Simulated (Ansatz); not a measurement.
# Ba on Rh(100): change of the work function

How does one ordered layer of Ba (hollow site) change the work function of Rh(100), and what dipole does each adsorbate carry?

Program: Ansatz 0.2.0. Level of theory: plane-wave DFT, PBE, Ansatz PAW. Results are calculated unless marked as measured.

Report form: the programs' logs are mostly left out.

**1. The structure**

The cell holds 4 atoms: 4 Rh. Its edges and angles: a = 2.687 Å, b = 2.687 Å, c = 23.700 Å, α = 90.0°, β = 90.0°, γ = 90.0°. Vacuum lies along c.

**2. The clean slab**

The bare slab comes first, as the zero from which every change is counted. The two lowest layers are held at bulk places and the upper ones relax. The dipole correction removes the false field that a one-sided slab makes across the periodic vacuum, so each face gets a flat vacuum level of its own.

Contents of input.yaml:

```yaml
crystal:
  lattice:
    - [2.6870057685, 0.0, 0.0]
    - [0.0, 2.6870057685, 0.0]
    - [0.0, 0.0, 23.7]
  atoms:
    - { symbol: Rh, position: [0.5, 0.5, 0.3797468354] }
    - { symbol: Rh, position: [0.0, 0.0, 0.4599156118] }
    - { symbol: Rh, position: [0.5, 0.5, 0.5400843882] }
    - { symbol: Rh, position: [0.0, 0.0, 0.6202531646] }
kpoints:
  mp_grid: { grid: [11, 11, 1] }
hamiltonian:
  xc: pbe
scf:
  occupations: { method: fermi_dirac, width: 0.1 }
  convergence: { dr2_threshold: 1.0e-08 }
efield:
  axis: 3
  dipole_correction: true
  ramp_position: 0.97
  ramp_width: 0.06
relax:
  f_tol: 0.02
  max_steps: 60
  constraints: [{ sites: [0, 1] }]
output:
  write_potential: true
  write_density: true
  volumetric_format: npy
```

Started as:

```console
ansatz run input.yaml --threads 4 --pin off --max-ram 6144MiB --backend cpu --events-out ev --progress --plain --runs-dir out
```

Run time: 13 s. Hardware: 4 threads of Arm Neoverse V1, shared host; peak memory 0.48 GiB.

Step by step:

```csv
step,energy less that of the first step (eV),largest force component (eV/Å)
1,0.0000,0.4393
2,-0.0080,0.0586
3,-0.0082,0.0024
```

Forces are held to the 8 operations that the run works with; a distortion that breaks them can't arise in this run.

The atoms that moved most (Å):

```csv
atom,dx,dy,dz,length
Rh3,0.000,0.000,0.037,0.037
```

The relaxed structure:

```xyz
4
Lattice="2.6870 0.0000 0.0000 0.0000 2.6870 0.0000 0.0000 0.0000 23.7000" Properties=species:S:1:pos:R:3
Rh    1.3435    1.3435    9.0000
Rh    0.0000    0.0000   10.9000
Rh    1.3435    1.3435   12.8372
Rh    0.0000    0.0000   14.6999
```

This step gave:

```yaml
energy_at_zero_smearing: -25609.3400 eV
work_function_upper_face: 5.082 eV
dipole_along_the_normal: -5.25e-5 e·Å
```

Running mean over 1.9 Å of the planar mean; the ramp of the sawtooth is left out. Table of electron's electrostatic potential energy less the Fermi level by z:

```csv
z (Å),electron's electrostatic potential energy less the Fermi level (eV)
3.0,5.08
3.5,5.08
4.0,5.08
4.5,5.08
5.0,5.08
5.5,5.07
6.0,5.03
6.5,4.90
7.0,4.39
7.5,2.21
8.0,-3.58
8.5,-9.80
9.0,-12.4
9.5,-12.8
10.0,-13.0
10.5,-13.1
11.0,-13.1
11.5,-12.8
12.0,-12.7
12.5,-13.0
13.0,-13.3
13.5,-13.5
14.0,-13.4
14.5,-12.9
15.0,-11.4
15.5,-6.35
16.0,0.297
16.5,3.88
17.0,4.77
17.5,5.00
18.0,5.06
18.5,5.07
19.0,5.08
19.5,5.08
20.0,5.08
20.5,5.08
```

The relaxation took 3 steps and lowered the energy by 0.0082 eV; the largest force on the free atoms ends at 0.0024 eV/Å.

The work function of the upper face is 5.08 eV.

**3. The covered slab**

System of this step: Ba/Rh(100). The cell holds 17 atoms: 16 Rh and 1 Ba. Cell: a = 5.374 Å, b = 5.374 Å, c = 26.931 Å, α = 90.0°, β = 90.0°, γ = 90.0°. Vacuum lies along c.

The clean slab as it ended is repeated in the plane and the adsorbate is set on one face; the cell's size fixes the coverage, and the k-mesh shrinks with it to keep the sampling density about even. Adsorbate and upper layers relax, since the dipole depends on the height.

Contents of input.yaml:

```yaml
crystal:
  lattice:
    - [5.374011537, 0.0, 0.0]
    - [0.0, 5.374011537, 0.0]
    - [0.0, 0.0, 26.9312339334]
  atoms:
    - { symbol: Rh, position: [0.25, 0.25, 0.3341844649] }
    - { symbol: Rh, position: [0.0, 0.0, 0.4047345186] }
    - { symbol: Rh, position: [0.25, 0.25, 0.4766657493] }
    - { symbol: Rh, position: [0.0, 0.0, 0.5458324453] }
    - { symbol: Rh, position: [0.25, 0.75, 0.3341844649] }
    - { symbol: Rh, position: [0.0, 0.5, 0.4047345186] }
    - { symbol: Rh, position: [0.25, 0.75, 0.4766657493] }
    - { symbol: Rh, position: [0.0, 0.5, 0.5458324453] }
    - { symbol: Rh, position: [0.75, 0.25, 0.3341844649] }
    - { symbol: Rh, position: [0.5, 0.0, 0.4047345186] }
    - { symbol: Rh, position: [0.75, 0.25, 0.4766657493] }
    - { symbol: Rh, position: [0.5, 0.0, 0.5458324453] }
    - { symbol: Rh, position: [0.75, 0.75, 0.3341844649] }
    - { symbol: Rh, position: [0.5, 0.5, 0.4047345186] }
    - { symbol: Rh, position: [0.75, 0.75, 0.4766657493] }
    - { symbol: Rh, position: [0.5, 0.5, 0.5458324453] }
    - { symbol: Ba, position: [0.25, 0.25, 0.6658155351] }
kpoints:
  mp_grid: { grid: [6, 6, 1] }
hamiltonian:
  xc: pbe
scf:
  occupations: { method: fermi_dirac, width: 0.1 }
  convergence: { dr2_threshold: 1.0e-08 }
efield:
  axis: 3
  dipole_correction: true
  ramp_position: 0.97
  ramp_width: 0.06
relax:
  f_tol: 0.02
  max_steps: 60
  constraints: [{ sites: [0, 1, 4, 5, 8, 9, 12, 13] }]
output:
  bader: true
  dos: { projected: true, e_range: [-8, 4] }
  write_potential: true
  write_density: true
  volumetric_format: npy
  elf: true
```

Run time: 7.6 min. Hardware: 4 threads; peak memory 3.3 GiB; 30 min of CPU time.

Relaxation path:

```csv
step,energy less that of the first step (eV),largest force component (eV/Å)
1,0.0000,1.7045
2,-0.3774,1.6906
3,-0.7179,1.4466
4,-0.9601,0.8853
5,-1.0501,0.4774
6,-1.0539,0.4288
7,-1.0777,0.0736
8,-1.0785,0.0116
```

The run keeps the 8 symmetry operations that it works with, so distortions that break them were not tested.

The atoms that moved most (Å):

```csv
atom,dx,dy,dz,length
Ba17,0.000,0.000,-0.837,0.837
Rh3,0.000,0.000,0.047,0.047
Rh15,0.000,0.000,-0.035,0.035
Rh16,0.012,0.012,0.024,0.030
Rh12,0.012,-0.012,0.024,0.030
Rh8,-0.012,0.012,0.024,0.030
Rh4,-0.012,-0.012,0.024,0.030
Rh11,0.000,0.000,0.014,0.014
```

This step gave:

```
energy at zero smearing        : -108389.2250 eV
work function, upper face      : 1.941 eV
work function, lower face      : 5.094 eV
dipole along the normal        : 0.5031 e·Å
step between the vacuum levels : -3.152 eV
```

Running mean over 1.9 Å of the planar mean; the ramp of the sawtooth is left out. Table of electron's electrostatic potential energy less the Fermi level by z:

```csv
z (Å),electron's electrostatic potential energy less the Fermi level (eV)
3.5,5.09
4.0,5.09
4.5,5.09
5.0,5.09
5.5,5.08
6.0,5.04
6.5,4.91
7.0,4.41
7.5,2.22
8.0,-3.58
8.5,-9.81
9.0,-12.4
9.5,-12.8
10.0,-13.0
10.5,-13.0
11.0,-13.0
11.5,-12.7
12.0,-12.6
12.5,-12.9
13.0,-13.2
13.5,-13.3
14.0,-13.3
14.5,-12.9
15.0,-11.7
15.5,-7.74
16.0,-2.85
16.5,-1.26
17.0,-1.96
17.5,-1.99
18.0,-1.01
18.5,0.298
19.0,1.23
19.5,1.61
20.0,1.78
20.5,1.86
21.0,1.90
21.5,1.92
22.0,1.93
22.5,1.94
23.0,1.94
23.5,1.94
```

The density of states has structure finer than the step of the table below, so its rows give means over 0.25 eV, whole bins alone (the curve runs from -8 to 1.98 eV). Peaks (eV: height): -4.000: 44.3, -3.010: 66.4, -2.590: 63.9, -1.710: 42.5, -1.500: 53.8, 0.510: 44.6, 0.600: 48.9.

Density of states against energy, zero at the Fermi level; means over each step:

```csv
energy (eV),density of states (states/eV a cell)
-7.50,0
-7.25,0.0493
-7.00,1.01
-6.75,1.05
-6.50,1.24
-6.25,1.35
-6.00,1.59
-5.75,4.72
-5.50,14.1
-5.25,23.8
-5.00,26.6
-4.75,22.2
-4.50,23.8
-4.25,25.0
-4.00,24.3
-3.75,21.4
-3.50,16.3
-3.25,20.8
-3.00,25.8
-2.75,26.0
-2.50,39.5
-2.25,33.7
-2.00,16.2
-1.75,29.1
-1.50,32.7
-1.25,24.0
-1.00,30.1
-0.75,30.0
-0.50,26.5
-0.25,28.8
0.00,32.7
0.25,21.3
0.50,32.6
0.75,19.9
1.00,9.57
1.25,8.45
1.50,6.78
1.75,8.58
```

Projected DOS per atom over height of the atomic layer and energy from the Fermi level. Layers: Rh4 Rh4 Rh4 Rh4 Ba from below.

Values in states/eV, 22 rows by 5 columns, each cell a mean:
```
0.32 0.28 0.30 0.30 0.42
0.39 0.28 0.33 0.38 0.36
0.87 0.89 0.92 0.84 0.64
1.64 1.74 1.74 1.37 0.56
2.33 1.78 1.52 1.85 0.38
2.22 1.35 1.27 1.78 0.29
1.92 1.30 1.58 2.19 0.35
2.37 1.33 1.34 2.01 0.29
1.64 0.85 0.82 1.97 0.17
2.35 1.78 1.75 2.46 0.09
1.52 1.78 1.91 1.74 0.08
1.20 1.41 1.33 1.26 0.01
1.22 1.20 1.08 1.14 0.02
1.57 1.72 1.57 1.67 0.03
1.15 1.70 1.64 1.21 0.05
0.66 2.25 2.46 0.89 0.05
0.32 1.36 1.46 0.40 0.02
0.05 0.21 0.22 0.06 0.00
0.03 0.12 0.13 0.03 0.01
0.02 0.10 0.11 0.03 0.01
0.00 0.01 0.01 0.00 0.00
0.00 0.00 0.00 0.00 0.00
```
Columns: height of the atomic layer (Å) from 9 to 17.1 (not evenly spaced); rows upwards: energy from the Fermi level (eV) from -7.96 to 1.95.

ELF in the ca plane at fractional y = 0.250, with atoms of Rh and Ba within 0.2 Å of it. It is the smooth field of the valence electrons, not physical close to the nuclei.

Ten even steps from '0' (0.00) to '9' (0.87), each cell a mean:
```
22332222223322222222333111111000010000000000
23565322222235642222222210000000000000000000
25888632222368874222222211000000000000000000
26888632222378885222222221000000000000000000
24677422222257763222222210000000000000000000
22343222222223432222333210000000000000000000
22322222223322223222333113432100011000000000
22332222222322322222332368986311111100000000
23565322222235652222222698899621111110000000
25888632222268874222213872289731111110000000
26888632222368885222213860079731111110000000
24787422222247863222222786699631111110000000
22343222222223432222332489998421111110000000
22322232222322223222332136764210111100000000
```
Columns run along c (16.0 Å, from fractional 0.29 to 0.89 of the cell), rows up along a (5.4 Å). Atoms in or near the plane, at fractional coordinates: Rh at (0.33, 0.25), Rh at (0.48, 0.25), Rh at (0.33, 0.75), Rh at (0.48, 0.75), Ba at (0.63, 0.25).

Valence density in the ca plane at fractional y = 0.250, with atoms of Rh and Ba within 0.2 Å of it. It is the smooth field of the valence electrons, not physical close to the nuclei.

Ten steps, logarithmic in the rise over the least value, from '0' (0 e/Å³) to '9' (13 e/Å³), each cell a mean:
```
12333222222223332222211100000000000000000000
13676422222346763222111000000000000000000000
25899632112379985221110000000000000000000000
26999732112479985221110000000000000000000000
25788532222368874221111000000000000000000000
12455322222235543222211000000000000000000000
11232222222222322222221111110000000000000000
12333222222223332222221233331000000000000000
13676422222246764222212345543100000000000000
25899632112369985321112454454200000000000000
26999732112379996321112453354200000000000000
25788532222358874222112455553200000000000000
12454322222234543222222244442100000000000000
11222222222222322222221122211000000000000000
```
Columns run along c (16.0 Å, from fractional 0.29 to 0.89 of the cell), rows up along a (5.4 Å). Atoms in or near the plane, at fractional coordinates: Rh at (0.33, 0.25), Rh at (0.48, 0.25), Rh at (0.33, 0.75), Rh at (0.48, 0.75), Ba at (0.63, 0.25).

Electrostatic potential energy in the ca plane at fractional y = 0.250, with atoms of Rh and Ba within 0.2 Å of it. With pseudopotentials it is smooth inside the atoms' cores, unlike the true potential.

Values in eV, 8 rows by 16 columns, each cell a mean:
```
  0 -15   4   4  -4 -12   5   6   7   5   5   7   7   7   7   8
-25 -66  -2   6 -35 -60   3   8   8   7   7   7   7   7   7   8
-18 -56   0   6 -27 -50   3   8   8   7   7   7   7   7   7   8
  4  -3   4   4   2  -2   5   5   6   3   5   6   7   7   7   8
  0 -14   4   4  -3 -12   5   5  -3 -19  -2   6   7   7   7   8
-25 -67  -2   7 -33 -62   2   7 -17 -39 -13   5   7   7   7   8
-18 -55   0   6 -25 -51   3   6 -14 -36 -10   5   7   7   7   8
  4  -3   4   4   2  -2   5   5   1 -10   1   6   7   7   7   8
```
Columns run along c (16.0 Å, from fractional 0.29 to 0.89 of the cell; values clipped at the 3rd and 97th percentile), rows up along a (5.4 Å). Atoms in or near the plane, at fractional coordinates: Rh at (0.33, 0.25), Rh at (0.48, 0.25), Rh at (0.33, 0.75), Rh at (0.48, 0.75), Ba at (0.63, 0.25).

The relaxation took 8 steps and lowered the energy by 1.1 eV; the largest force on the free atoms ends at 0.012 eV/Å.

By hand: a sheet of dipoles makes a step −p/(ε₀A) in the electron's potential. With e/ε₀ = 180.95 V·Å, p = 0.5031 e·Å and A = 28.88 Å², that is −180.95 × (0.5031) / 28.88 = -3.152 eV, and the two vacuum levels of the run differ by -3.152 eV.

The covered face has 1.94 eV, -3.14 eV against the clean one; the bare back face has moved by +0.01 eV, a measure of how thin the slab is.

**4. Work function against coverage**

This step: plane-wave DFT, PBE, Ansatz PAW; work function against coverage (Ansatz 0.2.0).

The runs are now put side by side.

This step gave:

- work function of the clean face: 5.082 eV
- largest change of the work function: -3.140 eV

Work function of the covered face against coverage:

```csv
coverage (adsorbates/nm²),work function of the covered face (eV)
0.00,5.08
3.46,1.94
```

The dipole per adsorbate comes from the change of the cell's dipole. Coverage, by row:

```csv
coverage (1/nm²),coverage (ML),work function (eV),change (eV),"dipole per adsorbate, positive end outwards (debye)",mean height of the added atoms over the highest substrate atom (Å)
3.463,0.25,1.941,-3.14,2.418,2.37
```

**5. The slab at 0.25 ML, atoms frozen**

This step: plane-wave DFT, PBE, Ansatz PAW (Ansatz 0.2.0).

To see where the charge goes, the covered slab, the bare substrate and the adsorbate layer are each run at the same frozen positions and on the same grid.

Contents of input.yaml:

```yaml
crystal:
  lattice:
    - [5.374011537, 0.0, 0.0]
    - [0.0, 5.374011537, 0.0]
    - [0.0, 0.0, 26.9312339334]
  atoms:
    - { symbol: Rh, position: [0.25, 0.25, 0.3341844649] }
    - { symbol: Rh, position: [0.0, 0.0, 0.4047345186] }
    - { symbol: Rh, position: [0.25, 0.25, 0.4784063997] }
    - { symbol: Rh, position: [-0.0022868718, -0.0022868718, 0.5467382269] }
    - { symbol: Rh, position: [0.25, 0.75, 0.3341844649] }
    - { symbol: Rh, position: [0.0, 0.5, 0.4047345186] }
    - { symbol: Rh, position: [0.25, 0.75, 0.4771843208] }
    - { symbol: Rh, position: [-0.0022868718, 0.5022868718, 0.5467382269] }
    - { symbol: Rh, position: [0.75, 0.25, 0.3341844649] }
    - { symbol: Rh, position: [0.5, 0.0, 0.4047345186] }
    - { symbol: Rh, position: [0.75, 0.25, 0.4771843208] }
    - { symbol: Rh, position: [0.5022868718, -0.0022868718, 0.5467382269] }
    - { symbol: Rh, position: [0.75, 0.75, 0.3341844649] }
    - { symbol: Rh, position: [0.5, 0.5, 0.4047345186] }
    - { symbol: Rh, position: [0.75, 0.75, 0.4753688058] }
    - { symbol: Rh, position: [0.5022868718, 0.5022868718, 0.5467382269] }
    - { symbol: Ba, position: [0.25, 0.25, 0.6347249438] }
kpoints:
  mp_grid: { grid: [6, 6, 1] }
hamiltonian:
  xc: pbe
scf:
  occupations: { method: fermi_dirac, width: 0.1 }
  convergence: { dr2_threshold: 1.0e-08 }
efield:
  axis: 3
  dipole_correction: true
  ramp_position: 0.97
  ramp_width: 0.06
output:
  write_potential: true
  write_density: true
  volumetric_format: npy
```

Wall time 65 s (4 threads); peak memory 3.1 GiB.

Numbers from this step:

* energy at zero smearing: -108389.2249 eV
* work function, upper face: 1.942 eV
* dipole along the normal: 0.5029 e·Å
* step between the vacuum levels: -3.151 eV

The work function of the upper face is 1.94 eV.

**6. The substrate of the 0.25 ML cell alone**

System of this step: Ba/Rh(100), substrate alone, atoms held. The cell holds 16 atoms: 16 Rh. Its edges and angles: a = 5.374 Å, b = 5.374 Å, c = 26.931 Å, α = 90.0°, β = 90.0°, γ = 90.0°. Vacuum lies along c.

The second part, atoms unmoved.

Changes to input.yaml since step 5:

```diff
@@ -22,3 +22,2 @@
     - { symbol: Rh, position: [0.5022868718, 0.5022868718, 0.5467382269] }
-    - { symbol: Ba, position: [0.25, 0.25, 0.6347249438] }
 kpoints:
```

Run time: 56 s. Hardware: 4 threads; peak memory 3 GiB; 3.6 min of CPU time.

Numbers from this step:

```
energy at zero smearing   : -102437.2591 eV
work function, upper face : 5.076 eV
dipole along the normal   : -2.48e-4 e·Å
```

The work function of the upper face is 5.08 eV.

**7. The adsorbate layer of the 0.25 ML cell alone**

System of this step: Ba/Rh(100), adsorbate layer alone, atoms held. The cell holds 1 atom: 1 Ba. Cell: a = 5.374 Å, b = 5.374 Å, c = 26.931 Å, α = 90.0°, β = 90.0°, γ = 90.0°. Vacuum lies along c.

The third part; a free layer of atoms may carry a moment, so spin is on.

input.yaml, the sections that differ from step 6:

```yaml
crystal:
  lattice:
    - [5.374011537, 0.0, 0.0]
    - [0.0, 5.374011537, 0.0]
    - [0.0, 0.0, 26.9312339334]
  atoms:
    - { symbol: Ba, position: [0.25, 0.25, 0.6347249438], spin: 1.0 }
magnetization:
  spin_polarized: true
# kpoints, hamiltonian, scf, efield, output: as in step 6
```

Run time: 11 s. Hardware: 4 threads; peak memory 0.89 GiB; 40 s of CPU time.

Numbers from this step:

* energy at zero smearing: -5948.2359 eV
* dipole along the normal: -1.40e-6 e·Å

At this spacing and smearing the free layer keeps no moment.

**8. Where the charge went at 0.25 ML**

This step: plane-wave DFT, PBE, Ansatz PAW; density difference on adsorption (Ansatz 0.2.0).

The densities of the parts are taken from that of the whole and averaged over planes; the first moment of what is left gives the step in the potential.

Numbers from this step:

| Quantity | Value |
| --- | --- |
| largest charge moved | 0.01145 e/Å² |
| potential step from the moved charge | -3.153 eV |

(Continued in part 2 of 2.)

[Logs are printed without paths, hosts, clocks, repeated set-up lines and the standing remarks that a program may print on its own settings, such as how far it seeks lower states.]

[Hosts, paths, dates, database ids (printed as entryN), source tags and the programs' standing remarks are cut or masked in the printed files.]

[Maps of the electrostatic potential energy from Ansatz leave out the sawtooth potential of an applied field or a dipole correction, so their vacuum need not be flat; planar profiles and work functions include it.]

[The density of states shown here was stored with 400 of the rows of the run's finer table, so its peaks can read low, often by over a quarter, or be missed, and its means over a window can be off by a tenth or more.]
